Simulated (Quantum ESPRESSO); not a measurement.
# Work function of Ru(0001) against the slab's thickness (PBEsol, Quantum ESPRESSO)

How thick must a slab of Ru(0001) be for a steady work function?

All values are computed: Quantum ESPRESSO 7.5, PBEsol, plane waves, scalar-relativistic unless marked; slabs or sheets with vacuum, the vacuum level from the planar mean of the electrostatic potential. 1×1 cells on a fixed bulk lattice, outer layers relaxed.

| layers | thickness (Å) | work function (eV) |
| --- | --- | --- |
| 4 | 6.2 | 5.15 |
| 5 | 8.4 | 5.08 |
| 6 | 10.4 | 5.14 |
| 7 | 12.6 | 5.13 |
| 8 | ? | ? |
| 10 | 19 | 5.12 |

**Fit.** The shown values lie within 0.04 eV of their mean, 5.12 eV, with no steady drift. The mean serves as the estimate. Confinement across the slab splits the bands into subbands, and the work function moves a little each time one crosses the Fermi level.

**The withheld row.** The prediction is the mean = 5.12 eV. The run gave thickness 14.7 Å, work function 5.12 eV. The miss in work function is +0.00 eV, within the scatter of the fitted rows.

The k-mesh adds scatter of its own.
